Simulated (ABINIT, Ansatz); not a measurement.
```json
{"subject": "Quasiparticle gap of Rb2H6Pt (Fm-3m) in ABINIT", "lattice_ang": [[0.0, 4.2608, 4.2608], [4.2608, 0.0, 4.2608], [4.2608, 4.2608, 0.0]], "atoms": [["Rb", 0.75, 0.75, 0.75], ["Rb", 0.25, 0.25, 0.25], ["H", 0.8073, 0.8073, 0.1927], ["H", 0.1927, 0.8073, 0.1927], ["H", 0.8073, 0.1927, 0.1927], ["H", 0.1927, 0.1927, 0.8073], ["H", 0.8073, 0.1927, 0.8073], ["H", 0.1927, 0.8073, 0.8073], ["Pt", 0.0, 0.0, 0.0]], "method": "RPA screening on LDA, plane waves, norm-conserving pseudopotentials (and 2 further levels or steps)", "program": "ABINIT 10.8.3", "settings": "cutoff 34 Ha, PseudoDojo scalar-relativistic 0.4.1 standard, norm-conserving, ngkpt (2, 2, 2), nband 272, ecuteps 6.5 Ha, inclvkb 2, shiftk (0, 0, 0), symchi 1, awtr 1, frequency ppm, 2×2×2 k-mesh", "cost": "4 runs, 6 min in all on 4 MPI ranks of Arm Neoverse V2, shared host", "notes": "The program’s warnings: nproc spkpt=  >= nkpt= * nsppol=. The cell and positions are those that the Materials Project relaxed with its own functionals (PBE, PBE+U or r2SCAN), kept fixed. Limits: no spin polarisation; d states lean on the start; no spin-orbit coupling. The 2×2×2 mesh is coarse for this cell, which bears on the long-range parts of exchange and screening. The runs have no spin polarisation. For a closed low-spin shell that is the natural state; where a d or f shell is open it is a constraint, and the gap is then not the crystal’s own.", "results": {"lda_gap": "3.78 eV, direct", "g0w0_gap_on_the_mesh": "6.20 eV", "gw_settings": "2×2×2 mesh, 272 bands, screening to 176.9 eV, Godby-Needs plasmon pole", "known_limits": "short of the basis limit; no spin polarisation; d states lean on the start; no spin-orbit coupling; coarse k mesh"}}
```

[Long decimals in the printed logs are rounded to 6 places.]

[Logs are printed without paths, hosts, clocks, repeated set-up lines and the standing remarks that a program may print on its own settings, such as how far it seeks lower states.]

[Paths, hosts, dates, memory and timing lines, banners, echoed tables and standing remarks are left out of the program output; an Ansatz launch command may be rebuilt from the run's recorded settings. Measured values are a selection of at most five: reports struck by readers or far from the other reports are left out. None is set beside runs whose start may be inverted or whose files or cutoffs have a known fault.]

[Runs of the session that timed out or met a known fault of the program may be left out.]

[Hosts, paths, dates, database ids (printed as entryN), source tags and the programs' standing remarks are cut or masked in the printed files.]

[G0W0 gaps are taken among the corrected bands and points alone; a level outside them can change the order at an edge.]

[Where Ansatz stands beside ABINIT at settings called matched, ABINIT's density can come from a denser mesh and the files from another edition; pairs whose starting gaps differed by over 0.03 eV were left out, so agreement reads better than it is.]
